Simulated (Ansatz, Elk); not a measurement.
# RbFe: X-ray structure factors from the self-consistent density, part 2 of 2

The structure of RbFe used here is made up (a known structure type with other elements) and was relaxed beforehand with PBE. The aim is the Fourier transform of its all-electron density, F(hkl), set beside the sum over free spherical atoms that refinements use.

Elk 11.2.3 (patched build); all-electron DFT.

So far: Starting point; Ground state and structure factors; The magnetisation density; The highest occupied states alone.

The structure was built from a prototype and need not be the compound's stable phase.

**5. Another functional**

Level of this step: DFT, LDA (Perdew-Wang), all-electron APW+lo, Dirac cores, scalar-relativistic bands, static density, ferromagnetic start (Elk).

The difference from free atoms is small, so it is set against the change that LDA (Perdew-Wang) makes.

The input, elk.in:

```
tasks
  0
  195
  196

xctype
  3

spinpol
  .true.

rgkmax
  7.0

gmaxvr
  14.0

lmaxo
  7

lmaxapw
  8

swidth
  0.002

tshift
  .false.

ramdisk
  .false.

hmaxvr
  5.5

maxscl
  120

epspot
  1e-06

reducebf
  0.8

sppath
  './'

avec
  8.06269684204 0.00000000000 0.00000000000
  0.00000000000 8.06269684204 -0.00000000000
  0.00000000000 -0.00000000000 8.06269684204

atoms
  2
  'Rb.in'
  1
  0.0000000000 0.0000000000 0.0000000000   0.000000 0.000000 0.000000
  'Fe.in'
  1
  0.5000000000 0.5000000000 0.5000000000   0.000000 0.000000 -0.165000

ngridk
  5 5 5
```

Run with:

```bash
> OMP_NUM_THREADS=4 elk
```

Numbers of over 12 decimals in the logs are rounded to 6 here.

The log of the run:

```text
┌─────────────────────────┐
│ Elk code version 11.2.3 │
└─────────────────────────┘

All units are atomic (Hartree, Bohr, etc.)

┌─────────────────────────────────────────────────┐
│ Ground-state run starting from atomic densities │
└─────────────────────────────────────────────────┘

Lattice vectors :
   8.062696842       0.000000000       0.000000000
   0.000000000       8.062696842      -0.000000000
   0.000000000      -0.000000000       8.062696842

Reciprocal lattice vectors :
  0.7792907795      -0.000000000      -0.000000000
[...]
total in muffin-tins        :    59.98866479
 total calculated charge     :    62.99988782
 total charge                :    63.00000000
 error                       :   0.1121822165E-03

Moments :
 interstitial                :  -0.4640283272E-01
 muffin-tins
  species : 1 (Rb)
   atom 1                    :  -0.2454225378E-01
  species : 2 (Fe)
   atom 1                    :    3.153273683
 total in muffin-tins        :    3.128731429
 total moment                :    3.082328597

┌──────────────────────────────┐
│ Self-consistent loop stopped │
└──────────────────────────────┘

Wrote STATE.OUT
[key lines of the parts left out:]
total energy                :     -4248.3654560262
```

The job ended after 15 s (4 threads of Arm Neoverse V2, shared host; peak memory 0.17 GiB; 35 s of CPU time).

Against the first run R = 0.27 %; the largest change is -0.140 at 600. The moment goes from 3.09 to 3.08 μB.

**6. Basis size**

A smaller basis shows how fast F responds to it; the change is likely larger than the basis error of the first run, but doesn't show convergence.

elk.in: that of step 5 with these lines changed.

```diff
@@ -6,3 +6,3 @@
 xctype
-  3
+  20
 
@@ -12,3 +12,3 @@
 rgkmax
-  7.0
+  5.5
```

Run with:

```bash
> OMP_NUM_THREADS=4 elk
```

The log of the run:

```text
┌─────────────────────────┐
│ Elk code version 11.2.3 │
└─────────────────────────┘

All units are atomic (Hartree, Bohr, etc.)

┌─────────────────────────────────────────────────┐
│ Ground-state run starting from atomic densities │
└─────────────────────────────────────────────────┘

Lattice vectors :
   8.062696842       0.000000000       0.000000000
   0.000000000       8.062696842      -0.000000000
   0.000000000      -0.000000000       8.062696842

Reciprocal lattice vectors :
  0.7792907795      -0.000000000      -0.000000000
[...]
total in muffin-tins        :    59.89538287
 total calculated charge     :    62.99990539
 total charge                :    63.00000000
 error                       :   0.9461286725E-04

Moments :
 interstitial                :  -0.2242637767E-01
 muffin-tins
  species : 1 (Rb)
   atom 1                    :  -0.1693155736E-01
  species : 2 (Fe)
   atom 1                    :    3.139016139
 total in muffin-tins        :    3.122084582
 total moment                :    3.099658204

┌──────────────────────────────┐
│ Self-consistent loop stopped │
└──────────────────────────────┘

Wrote STATE.OUT
[key lines of the parts left out:]
total energy                :     -4254.0828598155
```

The job ended after 28 s (4 threads; peak memory 0.22 GiB).

Against the first run R = 0.04 %; the largest change is -0.045 at 110. The moment goes from 3.09 to 3.10 μB.

**7. A coarser k-mesh**

About half the k-points along each axis test the sampling.

elk.in: that of step 6 with these lines changed.

```diff
@@ -12,3 +12,3 @@
 rgkmax
-  5.5
+  7.0
 
@@ -62,2 +62,2 @@
 ngridk
-  5 5 5
+  2 2 2
```

Run with:

```bash
> OMP_NUM_THREADS=4 elk
```

The log of the run:

```text
┌─────────────────────────┐
│ Elk code version 11.2.3 │
└─────────────────────────┘

All units are atomic (Hartree, Bohr, etc.)

┌─────────────────────────────────────────────────┐
│ Ground-state run starting from atomic densities │
└─────────────────────────────────────────────────┘

Lattice vectors :
   8.062696842       0.000000000       0.000000000
   0.000000000       8.062696842      -0.000000000
   0.000000000      -0.000000000       8.062696842

Reciprocal lattice vectors :
  0.7792907795      -0.000000000      -0.000000000
[...]
total in muffin-tins        :    59.93566076
 total calculated charge     :    62.99989369
 total charge                :    63.00000000
 error                       :   0.1063067798E-03

Moments :
 interstitial                :   0.1509411623
 muffin-tins
  species : 1 (Rb)
   atom 1                    :  -0.1220004885E-01
  species : 2 (Fe)
   atom 1                    :    3.357410582
 total in muffin-tins        :    3.345210533
 total moment                :    3.496151696

┌──────────────────────────────┐
│ Self-consistent loop stopped │
└──────────────────────────────┘

Wrote STATE.OUT
[key lines of the parts left out:]
total energy                :     -4254.1539455065
```

It took 20 s on 4 threads; peak memory 0.23 GiB; 41 s of CPU time.

Against the first run R = 0.56 %; the largest change is -0.286 at 600. The moment goes from 3.09 to 3.50 μB.

**8. Settings against the effect**

```tsv
run	R against the first run (%)	R against neutral atoms, low angle (%)	wall time
PBE, rgkmax 7	0.00	0.21	30 s
LDA (Perdew-Wang)	0.27	0.18	15 s
rgkmax 5.5	0.04	0.17	28 s
k-mesh 2×2×2	0.56	0.12	20 s
```

**9. Outcome**

```
R against neutral atoms, sin θ/λ < 0.3 Å⁻¹                : 0.21 %
R against neutral atoms, 0.3 to 0.82 Å⁻¹                  : 0.40 %
magnetic form factor over free-ion ⟨j0⟩, 0.12 to 0.35 Å⁻¹ : 0.98
```

In words: Independent neutral atoms miss the calculated amplitudes by R = 0.21 % below 0.3 Å⁻¹ and 0.40 % from there to 0.82 Å⁻¹; by shells, 2.23 % below 0.15 Å⁻¹ (1 form), 0.16 % 0.15 to 0.3 (5 forms), 0.25 % 0.3 to 0.45 (8 forms), 0.43 % above 0.45 (43 forms). Bonding, aspherical density and the tables' own atoms all enter these figures, and the runs don't part them. The largest change of an amplitude is -0.23 electrons, at 500. The magnetic order is that of the start. No other order was tried here, and an antiferromagnetic one would change or move the magnetic intensity. Between 0.12 and 0.35 Å⁻¹ the magnetic form factor is 0.98 times the free-ion one. The sphere holds 3.12 of the 3.09 μB; that share, the choice of ion, the size of the d shell and its asphericity all move this ratio. The window's part falls from 15.0 electrons at the origin to at most 1.28 between 0.45 and 0.82 Å⁻¹, where compact states inside the window still scatter. The window holds more than the 9 outer electrons of the free atoms, so shallow core shells lie inside it. Below 0.3 Å⁻¹ the changes that finished (LDA (Perdew-Wang), rgkmax 5.5 and k-mesh 2×2×2) move F by R = 0.20 % at most, against the 0.21 % that separates it from free atoms, so the difference from free atoms isn't resolved. A single amplitude moves by up to 0.29 electrons, against 0.23 for the largest difference from free atoms. The magnetic factors move by R = 10.9 % (LDA (Perdew-Wang)), 2.6 % (rgkmax 5.5) and 25.6 % (k-mesh 2×2×2), so they aren't settled to better than that. Part of the difference isn't bonding: the tables are fits to free atoms and ions calculated by other methods than this functional. Thermal motion, anomalous dispersion and extinction are left out.

[Logs are printed without paths, hosts, clocks, repeated set-up lines and the standing remarks that a program may print on its own settings, such as how far it seeks lower states.]

[Hosts, paths, dates, database ids (printed as entryN), source tags and the programs' standing remarks are cut or masked in the printed files.]
